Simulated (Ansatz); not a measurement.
# Cl-CC-Cl chair monolayer in a perpendicular field

Aim: how the Cl-CC-Cl chair monolayer screens a field along its normal, and what the field does to its bands. A positive field points along +c.

Main program and level: Ansatz 0.2.0; plane-wave DFT, PBE-D3(BJ), Ansatz PAW.

## Step 1: Starting point

The cell holds 4 atoms: 2 Cl and 2 C. Cell: a = 2.508 Å, b = 2.508 Å, c = 39.167 Å, α = 90.0°, β = 90.0°, γ = 120.0°. Vacuum lies along c.

Coordinates:

```cif
data_structure
_symmetry_space_group_name_H-M 'P 1'
_symmetry_Int_Tables_number 1
_cell_length_a 2.5080
_cell_length_b 2.5080
_cell_length_c 39.1667
_cell_angle_alpha 90.000
_cell_angle_beta 90.000
_cell_angle_gamma 120.000
_cell_volume 213.35
loop_
_atom_site_label
_atom_site_type_symbol
_atom_site_fract_x
_atom_site_fract_y
_atom_site_fract_z
_atom_site_occupancy
Cl1 Cl 0.66667 0.33333 0.44809 1
C2 C 0.66667 0.33333 0.49353 1
C3 C 0.33333 0.66667 0.50647 1
Cl4 Cl 0.33333 0.66667 0.55191 1
```

## Step 2: Relaxing the slab

The starting cell is a guess, so the in-plane lattice and the atoms are relaxed first, with the slab cut off from its images along the normal.

input.yaml reads:

```yaml
crystal:
  lattice:
    - [2.508, 0.0, 0.0]
    - [-1.254, 2.1719917127, 0.0]
    - [0.0, 0.0, 39.1666666664]
  atoms:
    - { symbol: Cl, position: [0.6666666667, 0.3333333333, 0.4480851064] }
    - { symbol: C, position: [0.6666666667, 0.3333333333, 0.4935319149] }
    - { symbol: C, position: [0.3333333333, 0.6666666667, 0.5064680851] }
    - { symbol: Cl, position: [0.3333333333, 0.6666666667, 0.5519148936] }
  periodic: [true, true, false]
kpoints:
  mp_grid: { grid: [18, 18, 1] }
hamiltonian:
  xc: pbe
  dispersion: d3bj
scf:
  occupations: { method: fermi_dirac, width: 0.05 }
  convergence: { dr2_threshold: 1.0e-09 }
relax:
  f_tol: 0.004
  max_steps: 90
  cell: {}
output:
  write_potential: true
  write_density: true
  volumetric_format: npy
```

On the command line:

```bash
$ ansatz run input.yaml --threads 2 --pin off --max-ram 3072MiB --backend cpu --events-out ev --progress --plain --runs-dir out
```

Standard output:

```text
Warning: relax.cell: scf.convergence.dr2_threshold = 1e-9 eV is looser than the 2.02151793575e-10 eV advised for a relaxation that steers and ends on the stress (1e-10 eV for each atom of the cell: 4, times the square of relax.cell.stress_2d_tol = 0.05 N/m over 14.1 Å (the atoms' height at the walk's start and 5 Å past either face), 3.555e-2 GPa, over a crystal's default 0.05). What an SCF threshold leaves in a stress goes as its square root, and in the free energy as the threshold itself, and one threshold admits the most on a small cell: [figures from the program's tests cut] Set scf.convergence.dr2_threshold to 2.02151793575e-10 eV or tighter. [rest of the remark cut]
Engine: ansatz 0.2.0, x86_64-unknown-linux-gnu
Pseudopotentials: kind: paw
Pseudopotential: Cl, paw, valence charge 7, recommended cutoff 420 eV (normal), Cl.paw.azcp
Pseudopotential: C, paw, valence charge 4, recommended cutoff 420 eV (normal), C.paw.azcp
Functional definition: PBE
  parameter kappa = 0.804
  parameter beta = 0.066725
  exchange = pbe_x(kappa = kappa, mu = beta*pi^2/3)
  correlation = pbe_c(beta = beta)
Crystal: 4 atoms, lattice volume = 213.355 Å³
Basis set: ecut = 420 eV, 4145 PW (Γ), exchange–correlation on 36×36×540 points (8 copies of the dense FFT grid, shifted against one another)
Bands: 15, of which v1, the nominal top of the filled ones, is band 11 counted from 1 (10 counted from 0)
Symmetry: 12 space group operations
Space group: P-3m1 (ITA 164), of the structure as read, at distance tolerance 6.0e-5 Å
k-points: 37 of 324
Non-local potential: Cl, projectors of the file, l = 0: 2, l = 1: 2, l = 2: 2
Non-local potential: C, projectors of the file, l = 0: 2, l = 1: 2, l = 2: 1
PAW form: soft (Blöchl's): semilocal exchange-correlation on the pseudo side does not see the compensation charge
PAW one-centre angular grid: Cl, 110 points (default); XC on 64 Gauss nodes
PAW one-centre angular grid: C, 110 points (default); XC on 64 Gauss nodes
Initial density: superposition of atomic densities (neutral atoms: chi_scale 0, normalization atom), corrected by the library's trained network
Initial wavefunctions: pseudopotential atomic-orbital guess
Functional: x = pbe(κ = 0.804, μ = 0.219515), c = pbe(β = 0.066725)
SCF iter   1: F=—  HF=-2656.058709 eV  |F-HF|=—  |Δ(HF+E_count)|=         —  Δρ=6.69e-3  dr2=4.20e-1  ethr=1.77e-3  ⟨swp⟩=13.8  Hψ=5961  notcnv=0
preconditioner: auto → LDOS  [insulator: Δε(μ)=0.227 eV  Ē_g=13.287 eV  σ=0.050 eV  W_gap=0.71  n_scr=22 (ndim 8)  ℏωp=11.9 eV  f_vac=0.785  D(μ)=0.47/eV (n_scr^D=6)  ε∞_Penn≈1.8  β→1.0]
SCF iter   2: F=—  HF=-2656.093127 eV  |F-HF|=—  |Δ(HF+E_count)|=   3.44e-2  Δρ=8.19e-3  dr2=5.98e-1  ethr=1.77e-3  ⟨swp⟩=6.2  Hψ=1819  notcnv=0  defer=1
SCF iter   3: F=—  HF=-2655.991077 eV  |F-HF|=—  |Δ(HF+E_count)|=   1.02e-1  Δρ=1.22e-3  dr2=8.65e-3  ethr=1.77e-3  ⟨swp⟩=3.8  Hψ=1289  notcnv=0  defer=1
SCF iter   4: F=—  HF=-2655.990428 eV  |F-HF|=—  |Δ(HF+E_count)|=   6.49e-4  Δρ=1.97e-4  dr2=6.40e-5  ethr=3.93e-5  ⟨swp⟩=4.0  Hψ=1531  notcnv=0  defer=1
SCF iter   5: F=—  HF=-2655.990527 eV  |F-HF|=—  |Δ(HF+E_count)|=   9.91e-5  Δρ=4.86e-5  dr2=8.43e-6  ethr=2.91e-7  ⟨swp⟩=3.5  Hψ=1629  notcnv=0
SCF iter   6: F=—  HF=-2655.990524 eV  |F-HF|=—  |Δ(HF+E_count)|=   3.19e-6  Δρ=5.82e-6  dr2=9.92e-8  ethr=3.83e-8  ⟨swp⟩=3.6  Hψ=1249  notcnv=0
SCF iter   7: F=—  HF=-2655.990489 eV  |F-HF|=—  |Δ(HF+E_count)|=   3.48e-5  Δρ=7.70e-7  dr2=8.70e-10  ethr=4.55e-12  ⟨swp⟩=12.2  Hψ=6300  notcnv=0
SCF iter   8: F=-2655.990489 eV  HF=-2655.990489 eV  |F-HF|=8.82e-11  |Δ(HF+E_count)|=   7.57e-9  Δρ=1.48e-7  dr2=5.93e-11  ethr=3.95e-12  ⟨swp⟩=9.4  Hψ=4697  notcnv=0
SCF 1 converged in 8 iterations: F = -2655.990489 eV  dr2 = 5.93e-11
  greatest PAW one-centre occupation: 0.925 electrons in one spin orbital (limit 2), on the Cl atom at site 3 (counted from 0), in its partial waves of l = 0
relax step   1: F+E_penalty+E_count = -2655.99048942 eV  Δ(F+E_penalty+E_count) = +0.000e0 eV  max|allowed force component| = 2.055e0 eV/Å  Δτ_max = 0.0000 Å  P = +52.779 N/m  Ω = 213.355 Å³  fix = [c, alpha, beta]  reactions: c +0.000 N/m  (8 SCF iters, accepted)
Crystal: 4 atoms, lattice volume = 234.673 Å³
Basis set: ecut = 420 eV, 4709 PW (Γ), exchange–correlation on 36×36×540 points (8 copies of the dense FFT grid, shifted against one another)
Initial density: handed on by an earlier stage of this run
Initial wavefunctions: those handed on with the density
iter 1 solved again at ethr=2.11e-3 eV; its pass at ethr=3.10e-3 eV (dr2=4.64e-1 eV) is discarded
SCF iter   1: F=—  HF=-2657.485247 eV  |F-HF|=—  |Δ(HF+E_count)|=         —  Δρ=9.07e-3  dr2=4.68e-1  ethr=2.11e-3  ⟨swp⟩=1.1  Hψ=5756  notcnv=0
preconditioner: auto → LDOS  [insulator: Δε(μ)=0.181 eV  Ē_g=13.114 eV  σ=0.050 eV  W_gap=0.52  n_scr=22 (ndim 8)  ℏωp=11.4 eV  f_vac=0.792  D(μ)=0.70/eV (n_scr^D=8)  ε∞_Penn≈1.8  β→1.0]
SCF iter   2: F=—  HF=-2657.380715 eV  |F-HF|=—  |Δ(HF+E_count)|=   1.05e-1  Δρ=3.12e-3  dr2=3.41e-2  ethr=2.11e-3  ⟨swp⟩=4.5  Hψ=1396  notcnv=0
SCF iter   3: F=—  HF=-2657.378127 eV  |F-HF|=—  |Δ(HF+E_count)|=   2.59e-3  Δρ=1.12e-3  dr2=7.77e-3  ethr=1.55e-4  ⟨swp⟩=3.5  Hψ=1659  notcnv=0
SCF iter   4: F=—  HF=-2657.376579 eV  |F-HF|=—  |Δ(HF+E_count)|=   1.55e-3  Δρ=1.78e-4  dr2=4.02e-5  ethr=3.53e-5  ⟨swp⟩=3.0  Hψ=1007  notcnv=0
SCF iter   5: F=—  HF=-2657.376609 eV  |F-HF|=—  |Δ(HF+E_count)|=   2.99e-5  Δρ=4.22e-5  dr2=7.55e-6  ethr=1.83e-7  ⟨swp⟩=3.4  Hψ=1497  notcnv=0
SCF iter   6: F=—  HF=-2657.376609 eV  |F-HF|=—  |Δ(HF+E_count)|=   2.56e-7  Δρ=7.07e-6  dr2=4.41e-7  ethr=3.43e-8  ⟨swp⟩=3.0  Hψ=1115  notcnv=0
SCF iter   7: F=—  HF=-2657.376574 eV  |F-HF|=—  |Δ(HF+E_count)|=   3.52e-5  Δρ=1.07e-6  dr2=1.44e-8  ethr=2.00e-9  ⟨swp⟩=2.7  Hψ=1073  notcnv=0
SCF iter   8: F=-2657.376574 eV  HF=-2657.376574 eV  |F-HF|=4.92e-10  |Δ(HF+E_count)|=   4.46e-9  Δρ=2.34e-7  dr2=2.05e-10  ethr=4.55e-12  ⟨swp⟩=13.2  Hψ=5223  notcnv=0
SCF 2 converged in 8 iterations: F = -2657.376574 eV  dr2 = 2.05e-10
  greatest PAW one-centre occupation: 0.921 electrons in one spin orbital (limit 2), on the Cl atom at site 3 (counted from 0), in its partial waves of l = 0
relax step   2: F+E_penalty+E_count = -2657.37657363 eV  Δ(F+E_penalty+E_count) = -1.386e0 eV  max|allowed force component| = 7.464e-1 eV/Å  Δτ_max = 0.0414 Å  P = +29.446 N/m  Ω = 234.673 Å³  energy of the carried Pulay correction = -7.251e-3 eV  fix = [c, alpha, beta]  reactions: c +0.000 N/m  (8 SCF iters, accepted)
Crystal: 4 atoms, lattice volume = 256.984 Å³
[...]
relax step   6: F+E_penalty+E_count = -2658.42125008 eV  Δ(F+E_penalty+E_count) = -9.700e-3 eV  max|allowed force component| = 9.157e-2 eV/Å  Δτ_max = 0.0191 Å  P = -0.188 N/m  Ω = 280.534 Å³  energy of the carried Pulay correction = -2.074e-2 eV  fix = [c, alpha, beta]  reactions: c -0.000 N/m  (8 SCF iters, accepted)
relax step   7: F+E_penalty+E_count = -2658.42122752 eV  Δ(F+E_penalty+E_count) = +2.255e-5 eV  max|allowed force component| = 9.321e-2 eV/Å  Δτ_max = 0.0081 Å  P = +0.147 N/m  Ω = 279.932 Å³  energy of the carried Pulay correction = -2.058e-2 eV  fix = [c, alpha, beta]  (7 SCF iters, rejected (line search))
relax step   8: F+E_penalty+E_count = -2658.42178104 eV  Δ(F+E_penalty+E_count) = -5.310e-4 eV  max|allowed force component| = 5.819e-4 eV/Å  Δτ_max = 0.0038 Å  P = -0.010 N/m  Ω = 280.153 Å³  energy of the carried Pulay correction = -2.064e-2 eV  fix = [c, alpha, beta]  reactions: c -0.000 N/m  (6 SCF iters, accepted)
relax step   9: F+E_penalty+E_count = -2658.52055690 eV  Δ(F+E_penalty+E_count) = -9.878e-2 eV  max|allowed force component| = 2.387e-2 eV/Å  Δτ_max = 0.0000 Å  P = +1.722 N/m  Ω = 280.153 Å³  fix = [c, alpha, beta]  reactions: c +0.000 N/m  stress off target by 1.72e0 N/m on what of the cell is left free  SCF on the basis re-selected at this cell (its energy is not comparable with the rows above)  (7 SCF iters)
relax step  10: F+E_penalty+E_count = -2658.52514144 eV  Δ(F+E_penalty+E_count) = -4.585e-3 eV  max|allowed force component| = 3.551e-3 eV/Å  Δτ_max = 0.0016 Å  P = +0.195 N/m  Ω = 283.794 Å³  energy of the carried Pulay correction = -9.465e-4 eV  fix = [c, alpha, beta]  reactions: c +0.000 N/m  (7 SCF iters, accepted)
relax step  11: F+E_penalty+E_count = -2658.52507036 eV  Δ(F+E_penalty+E_count) = +7.108e-5 eV  max|allowed force component| = 1.587e-5 eV/Å  Δτ_max = 0.0002 Å  P = -0.017 N/m  Ω = 284.332 Å³  energy of the carried Pulay correction = -1.095e-3 eV  fix = [c, alpha, beta]  reactions: c -0.000 N/m  (6 SCF iters, accepted)
iter 1 solved again at ethr=1.31e-6 eV; its pass at ethr=3.10e-3 eV (dr2=2.88e-4 eV) is discarded
SCF iter   1: F=—  HF=-2658.526062 eV  |F-HF|=—  |Δ(HF+E_count)|=         —  Δρ=2.56e-5  dr2=2.55e-7  ethr=1.31e-6  ⟨swp⟩=4.6  Hψ=7133  notcnv=0
eigensolver tolerance schedule: the retry pair's looser diagonalisation over-reported the residual by 1131.50 of it (diagonalisation noise at 0.92 of the residual, at the tolerance the schedule requests for it); recorded, not acted on — ethr = c·dr2/N_el stays at c = 1.0e-1
preconditioner: auto → Resta (q_TF=auto, 1.781 Å⁻¹)  ε∞=1.7  [insulator: Δε(μ)=1.508 eV  Ē_g=12.289 eV  σ=0.050 eV  W_gap=1.00  n_scr=22 (ndim 8)  ℏωp=10.3 eV  f_vac=0.801  D(μ)=0.00/eV (n_scr^D=0)  ε∞_Penn≈1.7  vacuum switching on, ρ_ref=1.1e-2 e/Å³]
SCF iter   2: F=—  HF=-2658.526114 eV  |F-HF|=—  |Δ(HF+E_count)|=   5.14e-5  Δρ=1.28e-5  dr2=6.35e-8  ethr=1.16e-9  ⟨swp⟩=4.3  Hψ=1655  notcnv=0
SCF iter   3: F=—  HF=-2658.526133 eV  |F-HF|=—  |Δ(HF+E_count)|=   1.95e-5  Δρ=3.27e-6  dr2=5.08e-8  ethr=2.89e-10  ⟨swp⟩=2.8  Hψ=1166  notcnv=0
SCF iter   4: F=—  HF=-2658.526135 eV  |F-HF|=—  |Δ(HF+E_count)|=   1.72e-6  Δρ=7.95e-7  dr2=1.33e-9  ethr=2.31e-10  ⟨swp⟩=2.4  Hψ=804  notcnv=0
iter 5 met the thresholds in force, and the SCF goes on: an eigenvalue changes by 4.21 meV, over its tolerance of 1.00 meV (output.eigenvalues, Limitations)
SCF iter   5: F=-2658.526135 eV  HF=-2658.526135 eV  |F-HF|=2.59e-8  |Δ(HF+E_count)|=   1.33e-7  Δρ=2.73e-7  dr2=5.79e-11  ethr=4.55e-12  ⟨swp⟩=15.8  Hψ=5131  notcnv=0
SCF iter   6: F=-2658.526135 eV  HF=-2658.526135 eV  |F-HF|=2.57e-10  |Δ(HF+E_count)|=   2.56e-8  Δρ=5.73e-8  dr2=2.80e-12  ethr=1.00e-12  ⟨swp⟩=7.5  Hψ=3552  notcnv=0
SCF 12 converged in 6 iterations: F = -2658.526135 eV  dr2 = 2.80e-12
relax step  12: F+E_penalty+E_count = -2658.52613502 eV  Δ(F+E_penalty+E_count) = -1.065e-3 eV  max|allowed force component| = 3.337e-4 eV/Å  Δτ_max = 0.0000 Å  P = -0.014 N/m  Ω = 284.332 Å³  fix = [c, alpha, beta]  reactions: c -0.000 N/m  stress off target by 1.40e-2 N/m on what of the cell is left free  SCF on the basis re-selected at this cell (its energy is not comparable with the rows above)  (6 SCF iters)
basis re-selected at this cell: Δ(F+E_penalty+E_count) = -1.065e-3 eV, ΔP = +0.003 N/m vs the last step (what re-selecting the basis moved, of the pressure what is left beyond the Pulay correction that the steps carried, after the strain that the cell walked since its last selection, with what the two solves' SCF thresholds leave and, on support functions, any second-order correction that the steps lacked; it is no m [...]
WARN: The output density's exchange-correlation potential varies sharply where the density is thin. Do not read a vacuum level from v_tot or v_xc, or from such a field of the output density. On a cell that repeats whose density bears no net charge and no dipole along the vacuum's axis use v_es (v_loc + v_h of the components); under efield.dipole_correction with no amplitude use v_es + v_field, which holds any externa [...]
SCF converged after 6 iterations
an eigenvalue changed by more than its tolerance at an iteration that met the thresholds in force, so the SCF went on 1 time: the last check found none over its tolerance
Free energy (F): -2658.526135 eV
Harris-Foulkes:  -2658.526135 eV  (|F-HF|=2.57e-10)
Internal energy: -2658.526135 eV  (E = F + TS)
E sigma→0 (E₀):  -2658.526135 eV
Fermi energy:    -3.074569 eV
--- Per-component energies (eV) ---
  E_band       = -271.030548
  E_kinetic    = 496.495635
  E_local      = -47960.868257  (includes V_loc(G=0)·N_el)
  E_nonlocal   = 109.431735
  E_hartree    = 23724.998178
  E_xc         = -308.675035
  E_vxc        = -361.165382  (∫ρ·V_xc dr)
  E_paw        = -1515.373522  (= ΣΔE_a)
  E_vpaw       = -4.920779  (= ΣTr[D̂ρ^β])
  E_aug_tail   = 0.000187  (compensation charges beyond the density's cutoff)
  E_ewald      = 22796.112485
  E_disp       = -0.647543  (pairwise vdW)
  E_smearing   = -0.000000  (= −TS)
  E_closure    = 0.000000  (closes the sum)
  Σ components = -2658.526135   (vs F -2658.526135, Δ=0.00e0)
--- Forces (eV/Å), atoms counted from 1 ---
  atom   1  Cl     0.00000000    -0.00000000     0.00010524
  atom   2  C      0.00000000     0.00000000     0.00033365
  atom   3  C      0.00000000    -0.00000000    -0.00033365
  atom   4  Cl     0.00000000     0.00000000    -0.00010524
  max |Σ_I F_I| component: 7.86e-17 eV/Å
--- 2D stress c σ (N/m, compression-positive) ---
       -0.014038      -0.000000       0.000000
       -0.000000      -0.014038      -0.000000
        0.000000      -0.000000      -0.000000
  P = ½ c Tr σ = -0.0140 N/m
--- Band table (eV; the first three rows and the last of 37) ---
  k-point 0: bands = [... 7 lower, -5.1174, -5.1174, -3.8543, -3.8543, -2.3460, -2.0533, -0.9198, -0.1076]
  k-point 1: bands = [... 7 lower, -5.3233, -5.1474, -4.0852, -3.9007, -2.2295, -1.8862, -0.8736, -0.1013]
  k-point 2: bands = [... 7 lower, -5.8646, -5.2407, -4.6981, -4.0315, -2.0331, -1.4982, -0.7703, 0.0654]
  k-point 36: bands = [... 7 lower, -9.3533, -8.2574, -8.2574, -7.9762, 0.2091, 0.2091, 1.3119, 2.5879]
  the weakly bound empty levels are not read free of the cell's end (no_gap_told)
--- Relaxed structure (10 steps of the walk, 9 accepted, 2 SCFs on fresh bases) ---
  F+E_penalty+E_count = -2658.52613502 eV   max|allowed force component| = 3.337e-4 eV/Å   (the final SCF, on the basis selected at the relaxed cell)
  cell:  # Å, volume = 284.3317 Å³
    - [2.895270, 0, 0]
    - [-1.447635, 2.507377, 0]
    - [0, 0, 39.1666666664]
  atoms:
    - { symbol: Cl, position: [0.666667, 0.333333, 0.448854] }
    - { symbol: C, position: [0.666667, 0.333333, 0.493542] }
    - { symbol: C, position: [0.333333, 0.666667, 0.506458] }
    - { symbol: Cl, position: [0.333333, 0.666667, 0.551146] }
```

It took 70 s on 2 threads of Intel Xeon at 2.70GHz, shared host; peak memory 0.58 GiB.

In the SCF lines HF is the Harris–Foulkes energy and dr2 the Hartree energy of the density residual, in eV; the loop may stop once dr2 is under the threshold and the program's other checks hold. Hψ counts applications of the Hamiltonian.

Step by step:

```csv
step,energy less that of the first step (eV),largest force component (eV/Å),volume (Å³)
1,0.0000,2.0552,213.35
2,-1.3861,0.7464,234.67
3,-2.1345,0.9645,256.98
4,-2.4008,1.0724,280.66
5,-2.4211,0.4626,281.10
6,-2.4308,0.0916,280.53
7,-2.4307,0.0932,279.93
8,-2.4313,0.0006,280.15
9*,-2.5301,0.0239,280.15
10,-2.5347,0.0036,283.79
11,-2.5346,0.0000,284.33
12*,-2.5356,0.0003,284.33
```

Relaxation steps marked * repeat the geometry before them on a plane-wave basis chosen anew for their cell, so energy and pressure can jump there. Relaxation step 7 was tried and not accepted.

Forces are held to the 12 operations that the program found; a distortion that breaks them can't arise in this run.

```
cell as run  before  after   change
      a (Å)   2.508  2.895  +15.4 %
      b (Å)   2.508  2.895  +15.4 %
```

The atoms that moved most (Å, along periodic axes as changes of fractional coordinates times the final cell, across vacuum about the mean position):

```
atom     dx     dy      dz  length
 Cl1  0.000  0.000   0.030   0.030
 Cl4  0.000  0.000  -0.030   0.030
```

The relaxed structure:

```xyz
4
Lattice="2.8953 0.0000 0.0000 -1.4476 2.5074 0.0000 0.0000 0.0000 39.1667" Properties=species:S:1:pos:R:3
Cl    1.4476    0.8358   17.5801
C     1.4476    0.8358   19.3304
C     0.0000    1.6716   19.8363
Cl    0.0000    1.6716   21.5865
```

The lattice constant a goes from 2.508 to 2.895 Å.

[end of part 1 of 2]

[Long decimals in the printed logs are rounded to 6 places.]

[Logs are printed without paths, hosts, clocks, repeated set-up lines and the standing remarks that a program may print on its own settings, such as how far it seeks lower states.]

[Hosts, paths, dates, database ids (printed as entryN), source tags and the programs' standing remarks are cut or masked in the printed files.]

[Maps of the electrostatic potential energy from Ansatz leave out the sawtooth potential of an applied field or a dipole correction, so their vacuum need not be flat; planar profiles and work functions include it.]
